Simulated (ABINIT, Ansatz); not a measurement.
# A GW chain in ABINIT: SrMg2Bi2 (P-3m1), part 2 of 3

Wanted: ground state, empty states, screening and self-energy for SrMg2Bi2 (P-3m1).

ABINIT 10.8.3; PBEsol and many-body steps on it, plane waves. Known limits of the many-body steps: not at the basis limit; exchange with frozen shells missing; screening runs away on this mesh; no spin-orbit coupling; coarse k mesh.

So far. Step 2 (Ground state): The gap is direct, at Γ.

**3. Bands along the symmetry lines**

Level of this step: DFT, PBEsol, plane waves, norm-conserving pseudopotentials (ABINIT).

Levels along a band path, at the cheap level, show where the edges lie and whether the meshes to come will hold them.

run.abi reads:

```
acell 3*1.0 Angstrom
rprim 
  4.829713290037 -0.000000000009 0.000000000000
  -2.414856645011 4.182654402172 0.000000000000
  0.000000000000 0.000000000000 7.982888130000
ntypat 3
znucl 38 12 83
natom 5
typat 1 2 2 3 3
xred 
  0.000000000000 0.000000000000 0.000000000000
  0.666666666667 0.333333333333 0.375044160000
  0.333333333333 0.666666666667 0.624955840000
  0.666666666667 0.333333333333 0.746734860000
  0.333333333333 0.666666666667 0.253265140000
pp_dirpath "pseudos"
pseudos "Sr.upf, Mg.upf, Bi.upf"
ecut 38
iscf -2
irdden 1
kptopt 0
nkpt 75
kpt 
  0.00000000 0.00000000 0.00000000
  0.06250000 0.00000000 0.00000000
  0.12500000 0.00000000 0.00000000
  0.18750000 0.00000000 0.00000000
  0.25000000 0.00000000 0.00000000
  0.31250000 0.00000000 0.00000000
  0.37500000 0.00000000 0.00000000
  0.43750000 0.00000000 0.00000000
  0.50000000 0.00000000 0.00000000
  0.47916667 0.04166667 0.00000000
  0.45833333 0.08333333 0.00000000
  0.43750000 0.12500000 0.00000000
  0.41666666 0.16666666 0.00000000
  0.39583333 0.20833333 0.00000000
  0.37500000 0.25000000 0.00000000
  0.35416666 0.29166666 0.00000000
  0.33333333 0.33333333 0.00000000
  0.29166666 0.29166666 0.00000000
  0.25000000 0.25000000 0.00000000
  0.20833333 0.20833333 0.00000000
  0.16666666 0.16666666 0.00000000
  0.12500000 0.12500000 0.00000000
  0.08333333 0.08333333 0.00000000
  0.04166667 0.04166667 0.00000000
  0.00000000 0.00000000 0.00000000
  0.00000000 0.00000000 0.06250000
  0.00000000 0.00000000 0.12500000
  0.00000000 0.00000000 0.18750000
  0.00000000 0.00000000 0.25000000
  0.00000000 0.00000000 0.31250000
  0.00000000 0.00000000 0.37500000
  0.00000000 0.00000000 0.43750000
  0.00000000 0.00000000 0.50000000
  0.06250000 0.00000000 0.50000000
  0.12500000 0.00000000 0.50000000
  0.18750000 0.00000000 0.50000000
  0.25000000 0.00000000 0.50000000
  0.31250000 0.00000000 0.50000000
  0.37500000 0.00000000 0.50000000
  0.43750000 0.00000000 0.50000000
  0.50000000 0.00000000 0.50000000
  0.47916667 0.04166667 0.50000000
  0.45833333 0.08333333 0.50000000
  0.43750000 0.12500000 0.50000000
  0.41666666 0.16666666 0.50000000
  0.39583333 0.20833333 0.50000000
  0.37500000 0.25000000 0.50000000
  0.35416666 0.29166666 0.50000000
  0.33333333 0.33333333 0.50000000
  0.29166666 0.29166666 0.50000000
  0.25000000 0.25000000 0.50000000
  0.20833333 0.20833333 0.50000000
  0.16666666 0.16666666 0.50000000
  0.12500000 0.12500000 0.50000000
  0.08333333 0.08333333 0.50000000
  0.04166667 0.04166667 0.50000000
  0.00000000 0.00000000 0.50000000
  0.50000000 0.00000000 0.50000000
  0.50000000 0.00000000 0.43750000
  0.50000000 0.00000000 0.37500000
  0.50000000 0.00000000 0.31250000
  0.50000000 0.00000000 0.25000000
  0.50000000 0.00000000 0.18750000
  0.50000000 0.00000000 0.12500000
  0.50000000 0.00000000 0.06250000
  0.50000000 0.00000000 0.00000000
  0.33333333 0.33333333 0.50000000
  0.33333333 0.33333333 0.43750000
  0.33333333 0.33333333 0.37500000
  0.33333333 0.33333333 0.31250000
  0.33333333 0.33333333 0.25000000
  0.33333333 0.33333333 0.18750000
  0.33333333 0.33333333 0.12500000
  0.33333333 0.33333333 0.06250000
  0.33333333 0.33333333 0.00000000
istwfk *1
nband 37
nbdbuf 2
tolwfr 1e-08
nstep 40
prtwf 0
prtvol 0
indata_prefix "in"
outdata_prefix "out"
tmpdata_prefix "tmp"
```

Command:

```sh
$ OMP_NUM_THREADS=1 mpirun -n 4 abinit run.abi > log
```

Numbers of over 12 decimals in the logs are rounded to 6 here.

Output:

```text
.Version 10.8.3 of ABINIT. v10.8.2 released Aug 2026.

 Symmetries : space group P-3 m 1 (#164); Bravais hP (primitive hexag.)
[... echo of the input left out ...]
== DATASET  1 ==================================================================
-   mpi_nproc: 4, omp_nthreads: 1 (-1 if OMP is not activated)

--- !DatasetInfo
iteration_state: {dtset: 1, }
dimensions: {natom: 5, nkpt: 75, mband: 37, nsppol: 1, nspinor: 1, nspden: 1, mpw: 12226, }
cutoff_energies: {ecut:  38.0, pawecutdg:  -1.0, }
electrons: {nelect:   6.00000000E+01, charge:   0.00000000E+00, occopt:   1.00000000E+00, tsmear:   1.00000000E-02, }

 Real(R)+Recip(G) space primitive vectors, cartesian coordinates (Bohr,Bohr^-1):
 R(1)=  9.1268354  0.0000000  0.0000000  G(1)=  0.1095670  0.0632585  0.0000000
 R(2)= -4.5634177  7.9040713  0.0000000  G(2)=  0.0000000  0.1265171  0.0000000
 R(3)=  0.0000000  0.0000000 15.0854723  G(3)=  0.0000000  0.0000000  0.0662889
 Unit cell volume ucvol=  1.0882533E+03 bohr^3
 Angles (23,13,12)=  9.00000000E+01  9.00000000E+01  1.20000000E+02 degrees

 getcut: wavevector=  0.0000  0.0000  0.0000  ngfft=  54  54  90
         ecut(hartree)=     38.000   => boxcut(ratio)=   2.13263

--- Pseudopotential description ------------------------------------------------
- Sr Generated using ONCVPSP code by D. R. Hamann
- 38.00000  10.00000  180301                  znucl, zion, pspdat
12 -116133 2 -1 1834                          pspcod,pspxc,lmax,lloc,mmax
     nproj     2     2     2
  pspatm : epsatm=   12.46451298
         --- l  ekb(1:nproj) -->
             0   10.029206    1.044171
             1    7.472414    1.670829
             2    4.142950    0.968140
 pspatm: atomic psp has been read  and splines computed

- Mg Generated using ONCVPSP code by D. R. Hamann
- 12.00000  10.00000  180301                  znucl, zion, pspdat
12 -116133 1 -1 1510                          pspcod,pspxc,lmax,lloc,mmax
     nproj     2     2     0
  pspatm : epsatm=    9.18226799
         --- l  ekb(1:nproj) -->
[...]
pspatm: atomic psp has been read  and splines computed

- Bi Generated using ONCVPSP code by D. R. Hamann
- 83.00000  15.00000  180301                  znucl, zion, pspdat
12 -116133 2 -1 1472                          pspcod,pspxc,lmax,lloc,mmax
     nproj     2     2     2
  pspatm : epsatm=   42.90077801
         --- l  ekb(1:nproj) -->
[...]
pspatm: atomic psp has been read  and splines computed

--------------------------------------------------------------------------------

================================================================================
 prteigrs : about to open file out_EIG
 Non-SCF case, kpt    1 (  0.00000  0.00000  0.00000), residuals and eigenvalues=
  6.51E-09  2.62E-09  3.30E-09  6.42E-09  4.83E-09  6.01E-09  9.16E-09  2.73E-09
  4.03E-09  1.33E-09  3.28E-09  4.46E-09  6.47E-09  2.72E-09  2.60E-09  3.20E-09
[...]
3.5232E-01
 Non-SCF case, kpt   75 (  0.33333  0.33333  0.00000), residuals and eigenvalues=
[...]
3.5247E-02  3.5247E-02  4.6266E-02  9.3487E-02  9.3487E-02  9.8480E-02
  2.2910E-01  2.6955E-01  2.6955E-01  2.8544E-01  2.8544E-01  2.9272E-01
  3.5896E-01

--- !ResultsGS
iteration_state: {dtset: 1, }
comment   : Summary of ground state results
lattice_vectors:
- [  9.1268354,  -0.0000000,   0.0000000, ]
- [ -4.5634177,   7.9040713,   0.0000000, ]
- [  0.0000000,   0.0000000,  15.0854723, ]
lattice_lengths: [   9.12684,    9.12684,   15.08547, ]
lattice_angles: [ 90.000,  90.000, 120.000, ] # degrees, (23, 13, 12)
lattice_volume:   1.0882533E+03
convergence: {deltae:  0.000E+00, res2:  0.000E+00, residm:  1.000E-08, diffor:  0.000E+00, }
etotal    :  -3.16779642E+02
entropy   :   0.00000000E+00
fermie    :   1.58413735E-01
cartesian_stress_tensor: null
pressure_GPa: null
xred      :
- [  0.0000E+00,   0.0000E+00,   0.0000E+00, Sr]
- [  6.6667E-01,   3.3333E-01,   3.7504E-01, Mg]
- [  3.3333E-01,   6.6667E-01,   6.2496E-01, Mg]
- [  6.6667E-01,   3.3333E-01,   7.4673E-01, Bi]
- [  3.3333E-01,   6.6667E-01,   2.5327E-01, Bi]
cartesian_forces: null
force_length_stats: {min: null, max: null, mean: null, }

 Integrated electronic density in atomic spheres:
 ------------------------------------------------
 Atom  Sphere_radius  Integrated_density
[...]
================================================================================

 ----iterations are completed or convergence reached----

 Mean square residual over all n,k,spin=   54.027E-10; max=  99.995E-10
 reduced coordinates (array xred) for    5 atoms
[...]
0.666666666667      0.333333333333      0.746734860000
       0.333333333333      0.666666666667      0.253265140000

 cartesian coordinates (angstrom) at end:
    1      0.000000     0.000000     0.000000
    2      2.414857     1.394218     2.993936
    3      5e-12     2.788436     4.988953
    4      2.414857     1.394218     5.961101
    5      5e-12     2.788436     2.021787
 length scales=  1.889726125908  1.889726125908  1.889726125908 bohr
              =  1.000000000000  1.000000000000  1.000000000000 angstroms
 prteigrs : about to open file out_EIG
 Eigenvalues (hartree) for nkpt=  75  k points:
 kpt#   1, nband= 37, wtk=  1.00000, kpt=  0.0000  0.0000  0.0000 (reduced coord)
[...]
kpt#   2, nband= 37, wtk=  1.00000, kpt=  0.0625  0.0000  0.0000 (reduced coord)
[...]
kpt#   3, nband= 37, wtk=  1.00000, kpt=  0.1250  0.0000  0.0000 (reduced coord)
[...]
kpt#  74, nband= 37, wtk=  1.00000, kpt=  0.3333  0.3333  0.0625 (reduced coord)
[...]
0.26606    0.28843    0.28843    0.29292    0.35232
 kpt#  75, nband= 37, wtk=  1.00000, kpt=  0.3333  0.3333  0.0000 (reduced coord)
[...]
-0.64346   -0.64346   -0.64337   -0.49159   -0.49159   -0.49083   -0.21360   -0.21360
   0.03525    0.03525    0.04627    0.09349    0.09349    0.09848    0.22910    0.26955
   0.26955    0.28544    0.28544    0.29272    0.35896

== END DATASET(S) ==============================================================
================================================================================

 -outvars: echo values of variables after computation  --------
            nband          37
             nkpt          75
          spgroup         164
 [... the other variables as echoed above ...]

 Calculation completed.
```

Wall time 2.8 min (4 MPI ranks of Arm Neoverse V2, shared host); peak memory 0.9 GiB.

Numbers from this step:

| Property | Result |
| --- | --- |
| gap | 0.3984 eV |
| k of the valence top | 0, 0, 0 |
| k of the conduction bottom | 0, 0, 0 |
| least direct gap | 0.3984 eV |

The gap is 0.398 eV, as in the run before at this level.

The electronic bands at the labelled points (eV, zero at the top of the highest filled band):

| point | band 27 | band 28 | band 29 | band 30 | band 31 | band 32 | band 33 | band 34 |
| --- | --- | --- | --- | --- | --- | --- | --- | --- |
| Γ | -1.03 | -0.02 | 0.00 | 0.00 | 0.40 | 0.92 | 2.30 | 2.74 |
| halfway | -2.16 | -1.29 | -0.71 | -0.62 | 1.37 | 1.86 | 3.03 | 3.16 |
| M | -2.17 | -1.70 | -1.52 | -1.03 | 0.81 | 2.31 | 2.48 | 3.81 |
| halfway | -2.33 | -2.07 | -1.64 | -1.34 | 1.88 | 2.35 | 2.72 | 3.15 |
| K | -3.05 | -1.77 | -1.77 | -1.63 | 1.92 | 3.02 | 3.02 | 3.46 |
| halfway | -2.51 | -1.60 | -1.08 | -0.62 | 1.91 | 2.32 | 2.52 | 3.16 |
| Γ | -1.03 | -0.02 | 0.00 | 0.00 | 0.40 | 0.92 | 2.30 | 2.74 |
| halfway | -0.93 | -0.93 | -0.21 | -0.21 | 0.95 | 1.39 | 2.64 | 2.64 |
| A | -0.70 | -0.70 | -0.52 | -0.52 | 1.00 | 1.65 | 2.53 | 2.53 |
| halfway | -1.45 | -1.33 | -1.27 | -0.67 | 1.49 | 2.24 | 2.38 | 2.63 |
| L | -1.77 | -1.66 | -0.90 | -0.83 | 1.26 | 1.31 | 1.73 | 2.34 |
| halfway | -2.16 | -1.91 | -1.34 | -1.00 | 1.52 | 1.81 | 2.57 | 2.81 |
| H | -2.59 | -2.38 | -1.23 | -1.23 | 1.82 | 1.82 | 3.26 | 3.39 |
| halfway | -1.58 | -1.36 | -1.27 | -1.17 | 1.99 | 2.11 | 2.61 | 2.95 |
| A | -0.70 | -0.70 | -0.52 | -0.52 | 1.00 | 1.65 | 2.53 | 2.53 |
| jump to L | -1.77 | -1.66 | -0.90 | -0.83 | 1.26 | 1.31 | 1.73 | 2.34 |
| halfway | -2.00 | -1.60 | -1.27 | -0.92 | 0.92 | 1.63 | 2.51 | 2.86 |
| M | -2.17 | -1.70 | -1.52 | -1.03 | 0.81 | 2.31 | 2.48 | 3.81 |
| jump to H | -2.59 | -2.38 | -1.23 | -1.23 | 1.82 | 1.82 | 3.26 | 3.39 |
| halfway | -2.91 | -1.93 | -1.51 | -1.51 | 2.31 | 2.31 | 2.41 | 3.71 |
| K | -3.05 | -1.77 | -1.77 | -1.63 | 1.92 | 3.02 | 3.02 | 3.46 |

**4. Empty states on the mesh, 3×3×1 mesh, 119 bands**

The sums over transitions need many empty states on a uniform mesh; this step solves for them.

run.abi reads:

```
acell 3*1.0 Angstrom
rprim 
  4.829713290037 -0.000000000009 0.000000000000
  -2.414856645011 4.182654402172 0.000000000000
  0.000000000000 0.000000000000 7.982888130000
ntypat 3
znucl 38 12 83
natom 5
typat 1 2 2 3 3
xred 
  0.000000000000 0.000000000000 0.000000000000
  0.666666666667 0.333333333333 0.375044160000
  0.333333333333 0.666666666667 0.624955840000
  0.666666666667 0.333333333333 0.746734860000
  0.333333333333 0.666666666667 0.253265140000
pp_dirpath "pseudos"
pseudos "Sr.upf, Mg.upf, Bi.upf"
ecut 38
ngkpt 3 3 1
nshiftk 1
shiftk 0 0 0
kptopt 1
chksymbreak 0
iscf -2
irdden 1
istwfk *1
nband 119
nbdbuf 10
tolwfr 1e-09
nstep 60
prtvol 0
indata_prefix "in"
outdata_prefix "out"
tmpdata_prefix "tmp"
```

Output:

```text
.Version 10.8.3 of ABINIT. v10.8.2 released Aug 2026.

 Symmetries : space group P-3 m 1 (#164); Bravais hP (primitive hexag.)
[... echo of the input left out ...]
== DATASET  1 ==================================================================
-   mpi_nproc: 4, omp_nthreads: 1 (-1 if OMP is not activated)
-    --> not optimal distribution: autoparal keyword recommended in input file <--

--- !DatasetInfo
iteration_state: {dtset: 1, }
dimensions: {natom: 5, nkpt: 3, mband: 119, nsppol: 1, nspinor: 1, nspden: 1, mpw: 12209, }
cutoff_energies: {ecut:  38.0, pawecutdg:  -1.0, }
electrons: {nelect:   6.00000000E+01, charge:   0.00000000E+00, occopt:   1.00000000E+00, tsmear:   1.00000000E-02, }

 Real(R)+Recip(G) space primitive vectors, cartesian coordinates (Bohr,Bohr^-1):
 R(1)=  9.1268354  0.0000000  0.0000000  G(1)=  0.1095670  0.0632585  0.0000000
 R(2)= -4.5634177  7.9040713  0.0000000  G(2)=  0.0000000  0.1265171  0.0000000
 R(3)=  0.0000000  0.0000000 15.0854723  G(3)=  0.0000000  0.0000000  0.0662889
 Unit cell volume ucvol=  1.0882533E+03 bohr^3
 Angles (23,13,12)=  9.00000000E+01  9.00000000E+01  1.20000000E+02 degrees

 getcut: wavevector=  0.0000  0.0000  0.0000  ngfft=  54  54  90
         ecut(hartree)=     38.000   => boxcut(ratio)=   2.13263

--- Pseudopotential description ------------------------------------------------
- Sr Generated using ONCVPSP code by D. R. Hamann
- 38.00000  10.00000  180301                  znucl, zion, pspdat
12 -116133 2 -1 1834                          pspcod,pspxc,lmax,lloc,mmax
     nproj     2     2     2
  pspatm : epsatm=   12.46451298
         --- l  ekb(1:nproj) -->
             0   10.029206    1.044171
             1    7.472414    1.670829
             2    4.142950    0.968140
 pspatm: atomic psp has been read  and splines computed

- Mg Generated using ONCVPSP code by D. R. Hamann
- 12.00000  10.00000  180301                  znucl, zion, pspdat
12 -116133 1 -1 1510                          pspcod,pspxc,lmax,lloc,mmax
     nproj     2     2     0
  pspatm : epsatm=    9.18226799
         --- l  ekb(1:nproj) -->
[...]
pspatm: atomic psp has been read  and splines computed

- Bi Generated using ONCVPSP code by D. R. Hamann
- 83.00000  15.00000  180301                  znucl, zion, pspdat
12 -116133 2 -1 1472                          pspcod,pspxc,lmax,lloc,mmax
     nproj     2     2     2
  pspatm : epsatm=   42.90077801
         --- l  ekb(1:nproj) -->
[...]
pspatm: atomic psp has been read  and splines computed

--------------------------------------------------------------------------------

================================================================================
 prteigrs : about to open file out_EIG
 Non-SCF case, kpt    1 (  0.00000  0.00000  0.00000), residuals and eigenvalues=
  2.92E-10  2.64E-10  9.82E-11  1.19E-10  1.18E-10  9.09E-11  8.63E-11  1.26E-10
[...]
4.30E-10  2.18E-10  4.44E-10  5.94E-10  2.03E-10  4.08E-10  5.23E-10  2.36E-10
[...]
2.15E-08  1.00E-08  7.03E-07  3.31E-06  8.89E-07  8.65E-06  1.29E-05
 -2.6319E+00 -2.6319E+00 -1.4174E+00 -1.4174E+00 -1.4173E+00 -1.4173E+00
 -1.4173E+00 -1.4172E+00 -1.1514E+00 -6.4478E-01 -6.4478E-01 -6.4474E-01
 -6.4474E-01 -6.4427E-01 -6.4425E-01 -6.4350E-01 -6.4350E-01 -6.4344E-01
[...]
1.1830E+00  1.1830E+00  1.2091E+00  1.2091E+00  1.2176E+00  1.2225E+00
  1.2225E+00  1.2347E+00  1.2347E+00  1.2405E+00  1.2494E+00  1.2559E+00
  1.2763E+00  1.2763E+00  1.2808E+00  1.2809E+00  1.3110E+00
 prteigrs : prtvol=0 or 1, do not print more k-points.

--- !ResultsGS
iteration_state: {dtset: 1, }
comment   : Summary of ground state results
lattice_vectors:
- [  9.1268354,  -0.0000000,   0.0000000, ]
- [ -4.5634177,   7.9040713,   0.0000000, ]
- [  0.0000000,   0.0000000,  15.0854723, ]
lattice_lengths: [   9.12684,    9.12684,   15.08547, ]
lattice_angles: [ 90.000,  90.000, 120.000, ] # degrees, (23, 13, 12)
lattice_volume:   1.0882533E+03
convergence: {deltae:  0.000E+00, res2:  0.000E+00, residm:  9.933E-10, diffor:  0.000E+00, }
etotal    :  -3.16779642E+02
entropy   :   0.00000000E+00
fermie    :   1.58413735E-01
cartesian_stress_tensor: null
pressure_GPa: null
xred      :
- [  0.0000E+00,   0.0000E+00,   0.0000E+00, Sr]
- [  6.6667E-01,   3.3333E-01,   3.7504E-01, Mg]
- [  3.3333E-01,   6.6667E-01,   6.2496E-01, Mg]
- [  6.6667E-01,   3.3333E-01,   7.4673E-01, Bi]
- [  3.3333E-01,   6.6667E-01,   2.5327E-01, Bi]
cartesian_forces: null
force_length_stats: {min: null, max: null, mean: null, }

 Integrated electronic density in atomic spheres:
 ------------------------------------------------
 Atom  Sphere_radius  Integrated_density
[...]
================================================================================

 ----iterations are completed or convergence reached----

 Mean square residual over all n,k,spin=   47.465E-11; max=  99.332E-11
 reduced coordinates (array xred) for    5 atoms
[...]
0.666666666667      0.333333333333      0.746734860000
       0.333333333333      0.666666666667      0.253265140000

 cartesian coordinates (angstrom) at end:
    1      0.000000     0.000000     0.000000
    2      2.414857     1.394218     2.993936
    3      5e-12     2.788436     4.988953
    4      2.414857     1.394218     5.961101
    5      5e-12     2.788436     2.021787
 length scales=  1.889726125908  1.889726125908  1.889726125908 bohr
              =  1.000000000000  1.000000000000  1.000000000000 angstroms
 prteigrs : about to open file out_EIG
 Eigenvalues (hartree) for nkpt=   3  k points:
 kpt#   1, nband=119, wtk=  0.11111, kpt=  0.0000  0.0000  0.0000 (reduced coord)
[...]
1.12623    1.13881    1.14621    1.17095    1.17095    1.17561    1.18300    1.18300
   1.20909    1.20909    1.21756    1.22247    1.22247    1.23469    1.23469    1.24051
   1.24940    1.25590    1.27628    1.27628    1.28083    1.28086    1.31100
 prteigrs : prtvol=0 or 1, do not print more k-points.

== END DATASET(S) ==============================================================
================================================================================

 -outvars: echo values of variables after computation  --------
            nband         119
             nkpt           3
          spgroup         164
 [... the other variables as echoed above ...]

 Calculation completed.
```

The job ended after 46 s (4 MPI ranks; peak memory 0.48 GiB).

This step gave:

```yaml
gap: 0.3984 eV
k_of_the_valence_top: 0, 0, 0
k_of_the_conduction_bottom: 0, 0, 0
least_direct_gap: 0.3984 eV
k_points_computed: 3
lowest_point_of_the_top_converged_band_above_the_valence_top: 28.95 eV
```

On this mesh the gap is 0.398 eV.

(Continued in part 3 of 3.)

[Paths, hosts, dates, memory and timing lines, banners, echoed tables and standing remarks are left out of the program output.]

[Logs are printed without paths, hosts, clocks, repeated set-up lines and the standing remarks that a program may print on its own settings, such as how far it seeks lower states.]

[Runs of the session that timed out or met a known fault of the program may be left out.]

[Hosts, paths, dates, database ids (printed as entryN), source tags and the programs' standing remarks are cut or masked in the printed files.]

[G0W0 gaps are taken among the corrected bands and points alone; a level outside them can change the order at an edge.]

[Where Ansatz stands beside ABINIT at settings called matched, ABINIT's density can come from a denser mesh and the files from another edition; pairs whose starting gaps differed by over 0.03 eV were left out, so agreement reads better than it is.]
